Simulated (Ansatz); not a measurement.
# AgC (built on the sites of a database entry of TlC): the cell at rest

Task: relax AgC (built on the sites of a database entry of TlC) tightly.

Calculated with Ansatz 0.2.0; DFT LDA, scalar-relativistic, plane waves, PAW.

Report form: the programs' logs are mostly left out.

The structure was built from a prototype and need not be the compound's stable phase.

## 1. Starting point

Symmetry: Fm-3m, No. 225, cubic system. Conventional cell: a = 5.033 Å, b = 5.033 Å, c = 5.033 Å, α = 90.00°, β = 90.00°, γ = 90.00°. Nearest to Ag lie 6 C at 2.52 Å. C has 6 Ag at 2.52 Å nearest. Farther neighbours are not listed.

## 2. Probe on a coarse mesh

First a cheap look: the gap decides the mesh and the occupations, the pressure tells how far the cell has to move.

input.yaml

```yaml
crystal:
  lattice:
    - [0.0, 2.51626, 2.51626]
    - [2.51626, 0.0, 2.51626]
    - [2.51626, 2.51626, 0.0]
  atoms:
    - { symbol: Ag, position: [0.0, 0.0, 0.0] }
    - { symbol: C, position: [0.5, 0.5, 0.5] }
kpoints:
  mp_grid: { grid: [6, 6, 6] }
hamiltonian:
  xc: lda
scf:
  occupations: { method: gaussian, width: 0.1 }
output:
  forces: true
  stress: true
  eigenvalues: true
```

Command:

```console
$ ansatz run input.yaml --threads 4 --pin off --max-ram 7168MiB --backend cpu --events-out ev --progress --plain --runs-dir out
```

The job ended after 0.28 s (4 threads of Arm Neoverse V2, shared host; peak memory 0.26 GiB; 0.63 s of CPU time).

This step gave:

* pressure: -24.86 GPa
* volume per atom: 15.93 Å³
* gap on the k-mesh: 0 eV

The coarse mesh shows no gap and a pressure of -24.9 GPa.

## 3. Coarse relaxation

A rough relaxation comes first, because large forces or stress need no tight tolerances yet.

Changes to input.yaml since step 2:

```diff
@@ -9,3 +9,3 @@
 kpoints:
-  mp_grid: { grid: [6, 6, 6] }
+  mp_grid: { grid: [8, 8, 8] }
 hamiltonian:
@@ -18 +18,6 @@
   eigenvalues: true
+relax:
+  adjacent_minimum: "off"
+  f_tol: 0.05
+  max_steps: 80
+  cell: { stress_tol: 0.5 }
```

The job ended after 1.6 s (4 threads; peak memory 0.29 GiB; 4.9 s of CPU time).

Relaxation path:

```
step  energy less that of the first step (eV)  largest force component (eV/Å)  pressure (GPa)  volume (Å³)
   1                                   0.0000                          0.0000          -25.53        31.86
   2                                  -0.6547                          0.0000          -19.88        27.43
   3                                  -0.9683                          0.0000           -1.64        23.42
   4                                  -0.9698                          0.0000            0.58        23.12
   5                                  -0.9698                          0.0000            0.01        23.20
  6*                                  -0.9660                          0.0000           -0.25        23.20
```

Relaxation steps marked * repeat the geometry before them on a plane-wave basis chosen anew for their cell, so energy and pressure can jump there.

Forces are held to the 48 operations that the run works with; a distortion that breaks them can't arise in this run.

```
conventional cell, symmetrised  before  after   change
                         a (Å)   5.033  4.527  -10.0 %
                         b (Å)   5.033  4.527  -10.0 %
                         c (Å)   5.033  4.527  -10.0 %
              volume (Å³/atom)   15.93  11.60  -27.2 %
```

Final coordinates:

```xyz
2
Lattice="0.0000 2.2636 2.2636 2.2636 0.0000 2.2636 2.2636 2.2636 0.0000" Properties=species:S:1:pos:R:3 pbc="T T T"
Ag    0.0000    0.0000    0.0000
C     2.2636    2.2636    2.2636
```

This step gave:

```yaml
pressure: -0.2464 GPa
volume_per_atom: 11.60 Å³
```

In this step the volume went from 15.93 to 11.60 Å³/atom.

## 4. Relaxation

The cell and atoms are relaxed, since residual forces and stress would shift the frequencies.

input.yaml, the sections that differ from step 3:

```yaml
crystal:
  lattice:
    - [0.0, 2.2635809533, 2.2635809533]
    - [2.2635809533, 0.0, 2.2635809533]
    - [2.2635809533, 2.2635809533, 0.0]
  atoms:
    - { symbol: Ag, position: [0.0, 0.0, 0.0] }
    - { symbol: C, position: [0.5, 0.5, 0.5] }
kpoints:
  mp_grid: { grid: [14, 14, 14] }
relax:
  adjacent_minimum: "off"
  f_tol: 0.005
  max_steps: 80
  cell: { stress_tol: 0.05 }
# hamiltonian, scf, output: as in step 3
```

Elapsed: 1.8 s, on 4 threads; peak memory 0.32 GiB; 5.9 s of CPU time.

Relaxation path:

```
step  energy less that of the first step (eV)  largest force component (eV/Å)  pressure (GPa)  volume (Å³)
   1                                   0.0000                          0.0000           -0.69        23.20
   2                                  -0.0003                          0.0000           -0.01        23.11
  3*                                  -0.0002                          0.0000           -0.01        23.11
```

Relaxation steps marked * repeat the geometry before them on a plane-wave basis chosen anew for their cell, so energy and pressure can jump there.

Forces are held to the 48 operations that the run works with; a distortion that breaks them can't arise in this run.

```
conventional cell, symmetrised  before  after  change
                         a (Å)   4.527  4.521  -0.1 %
                         b (Å)   4.527  4.521  -0.1 %
                         c (Å)   4.527  4.521  -0.1 %
              volume (Å³/atom)   11.60  11.55  -0.4 %
```

Final coordinates:

```xyz
2
Lattice="0.0000 2.2607 2.2607 2.2607 0.0000 2.2607 2.2607 2.2607 0.0000" Properties=species:S:1:pos:R:3 pbc="T T T"
Ag    0.0000    0.0000    0.0000
C     2.2607    2.2607    2.2607
```

This step gave:

```
pressure        : -0.01146 GPa
volume per atom : 11.55 Å³
```

In this step the volume went from 11.60 to 11.55 Å³/atom.

## 5. Tight relaxation

Phonons need a cell at rest on their own settings, so the relaxation is repeated with tight tolerances on forces and stress, using the mesh and the filling of the phonon run that follows.

input.yaml

```yaml
crystal:
  lattice:
    - [0.0, 2.2606784138, 2.2606784138]
    - [2.2606784138, 0.0, 2.2606784138]
    - [2.2606784138, 2.2606784138, 0.0]
  atoms:
    - { symbol: Ag, position: [0.0, 0.0, 0.0] }
    - { symbol: C, position: [0.5, 0.5, 0.5] }
kpoints:
  mp_grid: { grid: [16, 16, 16] }
hamiltonian:
  xc: lda
scf:
  occupations: { method: methfessel_paxton, width: 0.15 }
output:
  forces: true
  stress: true
  eigenvalues: true
relax:
  adjacent_minimum: "off"
  f_tol: 0.001
  max_steps: 60
  cell: { stress_tol: 0.01 }
```

Elapsed: 2 s, on 4 threads; peak memory 0.35 GiB; 7.1 s of CPU time.

Little changed from the start: no atom moved by 0.005 Å and no cell edge by 0.1 %.

Numbers from this step:

```yaml
pressure: -0.003346 GPa
```

The forces vanish by symmetry and the pressure is -0.003 GPa, within the tolerances set. The cell now holds 11.55 Å³/atom.

## 6. What came out

| Item | Value |
| --- | --- |
| space group after relaxation (within 0.01 Å) | Fm-3m |
| lattice constant a | 4.521 Å |
| lattice constant b | 4.521 Å |
| lattice constant c | 4.521 Å |
| volume per atom | 11.5 Å³ |

The forces vanish by symmetry and the pressure is -0.003 GPa, within the tolerances set. The cell now holds 11.55 Å³/atom. The relaxation keeps the symmetry of its start, so it says nothing on stability against lower symmetry. The runs are without spin polarisation, although the cell has an odd electron count. The starting cell was built on a prototype and not taken from a measurement, so the phase need not exist.

[Logs are printed without paths, hosts, clocks, repeated set-up lines and the standing remarks that a program may print on its own settings, such as how far it seeks lower states.]

[Hosts, paths, dates, database ids (printed as entryN), source tags and the programs' standing remarks are cut or masked in the printed files.]
